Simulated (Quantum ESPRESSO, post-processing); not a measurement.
# Thickness dependence of 1T-SnSe2, part 2 of 2

Wanted: polarisability and band edges of 1T-SnSe2, layer by layer.

Quantum ESPRESSO 7.5; plane-wave DFT, PBE, GBRV ultrasoft pseudopotentials.

So far. Step 8 (Bands along a path, 1 layer: no field): Along this path the valence top lies between Γ and M and the conduction bottom at M. Step 10 (Relaxing cell and ions, 2 layers):  The last row is no step: it is a fresh SCF in the final cell with a new plane-wave basis, +21 meV from the row before, a sign that the cell is biased by the basis (Pulay stress).

**13. Self-consistent run, 2 layers: field 0.1 V/Å**

File n2.f1.in:

```
&control
  prefix = 'n2.f1'
  outdir = './out'
  pseudo_dir = './pseudo'
  calculation = 'scf'
  tprnfor = .true.
  tefield = .true.
  dipfield = .true.
/
&system
  ibrav = 0
  nat = 6
  ntyp = 2
  ecutwfc = 40
  ecutrho = 200
  occupations = 'smearing'
  smearing = 'fd'
  degauss = 0.004
  edir = 3
  emaxpos = 0.97
  eopreg = 0.04
  eamp = 0.00194469
  nbnd = 30
/
&electrons
  conv_thr = 1e-09
  mixing_beta = 0.4
  electron_maxstep = 120
  mixing_mode = 'plain'
  startingpot = 'file'
/
ATOMIC_SPECIES
  Se  78.9710  se_pbe_v1.uspp.F.UPF
  Sn  118.7100  sn_pbe_v1.4.uspp.F.UPF
CELL_PARAMETERS angstrom
  3.81643992000000 0.00000000000000 0.00000000000000
  -1.90821996000000 3.30513392300000 0.00000000000000
  0.00000000000000 0.00000000000000 24.52097808600000
ATOMIC_POSITIONS crystal
  Se  0.666666666700 0.333333333300 0.311239733300
  Sn  0.000000000000 0.000000000000 0.376560604100
  Se  0.333333333300 0.666666666700 0.441900597700
  Se  0.666666666700 0.333333333300 0.558099402300
  Sn  0.000000000000 0.000000000000 0.623439395900
  Se  0.333333333300 0.666666666700 0.688760266700
K_POINTS automatic
  6 6 1 0 0 0
```

Command:

```sh
$ cp -r out/n2.f0.save out/n2.f1.save
$ OMP_NUM_THREADS=1 mpirun -n 4 pw.x -nk 2 -in n2.f1.in > n2.f1.out
```

The job ended after 55 s (4 MPI ranks of Arm Neoverse V2, shared host; peak memory 0.68 GiB; 3.6 min of CPU time).

Numbers from this step:

```
free energy                          : -6707.9836 eV
energy at zero smearing              : -6707.9833 eV
Fermi energy                         : 0.7096 eV
dipole along the normal              : 0.07580 e·Å
valence top, on the run's zero       : 0.3795 eV
conduction bottom, on the run's zero : 0.9930 eV
gap by band count                    : 0.6135 eV
```

**14. Potential by pp.x, 2 layers**

File n2.f1.pot.in:

```
&inputpp
  prefix = 'n2.f1'
  outdir = './out'
  filplot = 'n2.f1.pot.dat'
  plot_num = 11
/
```

Command:

```sh
$ OMP_NUM_THREADS=1 mpirun -n 4 pp.x -in n2.f1.pot.in > n2.f1.pot.out
```

The job ended after 1.1 s (4 MPI ranks; peak memory 0.12 GiB; 4 s of CPU time).

Read from the output:

```
slope of the potential above                                          : 0.1000 eV/Å
upper vacuum line continued to the top atoms, over the valence top    : 5.807 eV
slope of the potential below                                          : 0.09996 eV/Å
lower vacuum line continued to the bottom atoms, over the valence top : 5.969 eV
```

The slope in the vacuum is 0.100 eV/Å for an applied 0.10 V/Å, as it should be.

**15. Band structure, 2 layers: no field**

n2.f0.bands.in is the input of step 13 with these lines changed:

```diff
@@ -1,7 +1,6 @@
 &control
-  prefix = 'n2.f1'
+  prefix = 'n2.f0.bands'
   outdir = './out'
   pseudo_dir = './pseudo'
-  calculation = 'scf'
-  tprnfor = .true.
+  calculation = 'bands'
   tefield = .true.
@@ -21,3 +20,3 @@
   eopreg = 0.04
-  eamp = 0.00194469
+  eamp = 0.0
   nbnd = 30
@@ -25,7 +24,6 @@
 &electrons
-  conv_thr = 1e-09
+  conv_thr = 1e-07
   mixing_beta = 0.4
   electron_maxstep = 120
-  mixing_mode = 'plain'
-  startingpot = 'file'
+  mixing_mode = 'local-TF'
 /
@@ -45,3 +43,7 @@
   Se  0.333333333300 0.666666666700 0.688760266700
-K_POINTS automatic
-  6 6 1 0 0 0
+K_POINTS crystal_b
+4
+  0.0000000000 0.0000000000 0.0000000000 12
+  0.5000000000 0.0000000000 0.0000000000 12
+  0.3333333333 0.3333333333 0.0000000000 12
+  0.0000000000 0.0000000000 0.0000000000 1
```

Command:

```sh
$ cp -r out/n2.f0.save out/n2.f0.bands.save
$ cp out/n2.f0.xml out/n2.f0.bands.xml
$ OMP_NUM_THREADS=1 mpirun -n 4 pw.x -nk 4 -in n2.f0.bands.in > n2.f0.bands.out
```

It took 74 s on 4 MPI ranks; peak memory 0.47 GiB; 4.9 min of CPU time.

This step gave:

| Property | Result |
| --- | --- |
| dipole along the normal | 0 e·Å |
| valence top, on the run's zero | 0.3676 eV |
| conduction bottom, on the run's zero | 0.9812 eV |
| gap by band count | 0.6137 eV |

Band numbers count within the set of bands kept for display. Electronic bands along the path, in eV, zero at the highest filled level of the SCF mesh; v1 is the highest filled band, c1 the lowest empty one:

| point | v4 | v3 | v2 | v1 | c1 | c2 | c3 | c4 |
| --- | --- | --- | --- | --- | --- | --- | --- | --- |
| Γ | -0.20 | -0.20 | -0.09 | -0.09 | 1.29 | 2.16 | 3.06 | 3.17 |
| halfway | -1.26 | -0.41 | -0.30 | -0.07 | 1.54 | 1.98 | 3.93 | 4.33 |
| M | -1.14 | -0.75 | -0.58 | -0.30 | 0.62 | 0.97 | 3.87 | 4.13 |
| halfway | -1.21 | -1.18 | -0.77 | -0.53 | 1.43 | 1.54 | 4.65 | 4.90 |
| K | -1.36 | -1.36 | -0.62 | -0.62 | 1.32 | 2.03 | 4.73 | 4.73 |
| halfway | -1.14 | -1.01 | -0.67 | -0.18 | 2.07 | 2.10 | 4.56 | 4.65 |
| Γ | -0.20 | -0.20 | -0.09 | -0.09 | 1.29 | 2.16 | 3.06 | 3.17 |

Along this path the valence top lies between Γ and M and the conduction bottom at M.

**16. Polarisability from the dipole between 0 and 0.1 V/A, 2 layers**

Read from the output:

* polarisability a cell: 10.92 Å³
* sheet polarisability 4πα/A: 10.88 Å

Table of change of the potential energy, second field less first by z:

| z (Å) | change of the potential energy, second field less first (eV) |
| --- | --- |
| 0 | -0.341 |
| 1 | -0.582 |
| 2 | -0.482 |
| 3 | -0.382 |
| 4 | -0.282 |
| 5 | -0.183 |
| 6 | -0.0929 |
| 7 | -0.0406 |
| 8 | -0.0304 |
| 9 | -0.0282 |
| 10 | -0.0209 |
| 11 | -0.0197 |
| 12 | -0.00605 |
| 13 | 0.0146 |
| 14 | 0.0211 |
| 15 | 0.0233 |
| 16 | 0.0305 |
| 17 | 0.0324 |
| 18 | 0.0585 |
| 19 | 0.135 |
| 20 | 0.231 |
| 21 | 0.331 |
| 22 | 0.431 |
| 23 | 0.531 |
| 24 | 0.332 |

**17. The series side by side**

All levels:

| level | sheet polarisability (Å) | gap without a field (eV) | vacuum over the valence top of the mesh (eV) | CPU time (s) |
| --- | --- | --- | --- | --- |
| 1 layer | 5.321 | 0.7372 | 5.926 | 132.4 |
| 2 layers | 10.88 | 0.6137 | 5.892 | 402.7 |

**18. The arithmetic**

From 1 to 2 layers, over the growth of the distance between the outermost mean planes: (10.875 − 5.321) Å / 6.053 Å = 0.918 = 1 − 1/ε, so ε = 12.1.

**19. Summary of results**

```yaml
4pi_alpha_a_of_1_layer: 5.32 Å
gap_along_the_path_1_layer: 0.74 eV
kohn_sham_ionisation_potential_1_layer: 5.91 eV
4pi_alpha_a_of_2_layers: 10.88 Å
gap_along_the_path_2_layers: 0.61 eV
kohn_sham_ionisation_potential_2_layers: 5.89 eV
```

The sheet polarisability 4πα/A grows as 5.32 and 10.88 Å for 1 and 2 layers (PBE, GBRV ultrasoft). The last layer adds 6.05 Å between the outermost mean planes and 5.55 Å of 4πα/A; 1 − 1/ε = 0.918 gives ε = 12.1 along the normal for the stacked crystal at this spacing. The gap runs 0.74 and 0.61 eV. Relaxed under PBE-D3(BJ), the lattice constant goes from 3.807 to 3.816 Å. For one layer the induced dipoles at +0.1 and −0.1 V/Å differ in size by 0.0 %, which is SCF noise. The nearest atoms of neighbouring layers lie 3.60 Å apart. With 1 − 1/ε so near one, ε is touchy: 0.1 Å more spacing would give ε = 10.3. One stacking was chosen. The ions are clamped in the field. Semilocal gaps are too small and shrink less with thickness than quasiparticle gaps, which also feel the screening by neighbours. Spin-orbit coupling is left out; depending on the atoms that carry the levels of interest, it can split and shift them by tens to hundreds of meV.

[Logs are printed without paths, hosts, clocks, repeated set-up lines and the standing remarks that a program may print on its own settings, such as how far it seeks lower states.]

[Hosts, paths, dates, database ids (printed as entryN), source tags and the programs' standing remarks are cut or masked in the printed files.]

[Maps of the electrostatic potential energy from Ansatz leave out the sawtooth potential of an applied field or a dipole correction, so their vacuum need not be flat; planar profiles and work functions include it.]
